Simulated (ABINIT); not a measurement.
Planning a run of ABINIT 10.8.3 on Cl (Cmce). The input:

```
acell 3*1.0 Angstrom
rprim 
  3.145000000000 -2.250000000000 0.000000000000
  3.145000000000 2.250000000000 0.000000000000
  0.000000000000 0.000000000000 8.210000000000
ntypat 1
znucl 17
natom 4
typat 1 1 1 1
xred 
  0.870000000000 0.130000000000 0.100000000000
  0.630000000000 0.370000000000 0.600000000000
  0.130000000000 0.870000000000 0.900000000000
  0.370000000000 0.630000000000 0.400000000000
pp_dirpath "pseudos"
pseudos "Cl.upf"
ecut 25
ngkpt 4 4 2
nshiftk 1
shiftk 0 0 0
kptopt 1
chksymbreak 0
istwfk *1
occopt 1
irdwfk 1
optdriver 3
nband 101
ecuteps 4
inclvkb 2
awtr 1
symchi 1
gwcalctyp 27
nfreqre 1
nfreqim 0
irdqps 1
nqptdm 13
qptdm 
  0.2500000000 0.0000000000 0.0000000000
  0.5000000000 0.0000000000 0.0000000000
  0.2500000000 0.2500000000 0.0000000000
  0.5000000000 0.2500000000 0.0000000000
  -0.2500000000 0.2500000000 0.0000000000
  0.5000000000 0.5000000000 0.0000000000
  0.0000000000 0.0000000000 0.5000000000
  0.2500000000 0.0000000000 0.5000000000
  0.5000000000 0.0000000000 0.5000000000
  0.2500000000 0.2500000000 0.5000000000
  0.5000000000 0.2500000000 0.5000000000
  -0.2500000000 0.2500000000 0.5000000000
  0.5000000000 0.5000000000 0.5000000000
indata_prefix "in"
outdata_prefix "out"
tmpdata_prefix "tmp"
```

```sh
OMP_NUM_THREADS=1 mpirun -n 8 abinit run.abi > log; mrgscr < mrgscr.stdin
```

Q: How long will it take on 8 MPI ranks of Intel Xeon Platinum 8488C (Sapphire Rapids), shared host, and how much memory?

It took 28 s; on shared hardware allow 14 s to 56 s. Peak host memory was 2.0 GiB.

[Paths, hosts, dates, memory and timing lines, banners, echoed tables and standing remarks are left out of the program output.]

[Logs are printed without paths, hosts, clocks, repeated set-up lines and the standing remarks that a program may print on its own settings, such as how far it seeks lower states.]

[Runs of the session that timed out or met a known fault of the program may be left out.]

[Hosts, paths, dates, database ids (printed as entryN), source tags and the programs' standing remarks are cut or masked in the printed files.]

[G0W0 gaps are taken among the corrected bands and points alone; a level outside them can change the order at an edge.]

[Where Ansatz stands beside ABINIT at settings called matched, ABINIT's density can come from a denser mesh and the files from another edition; pairs whose starting gaps differed by over 0.03 eV were left out, so agreement reads better than it is.]
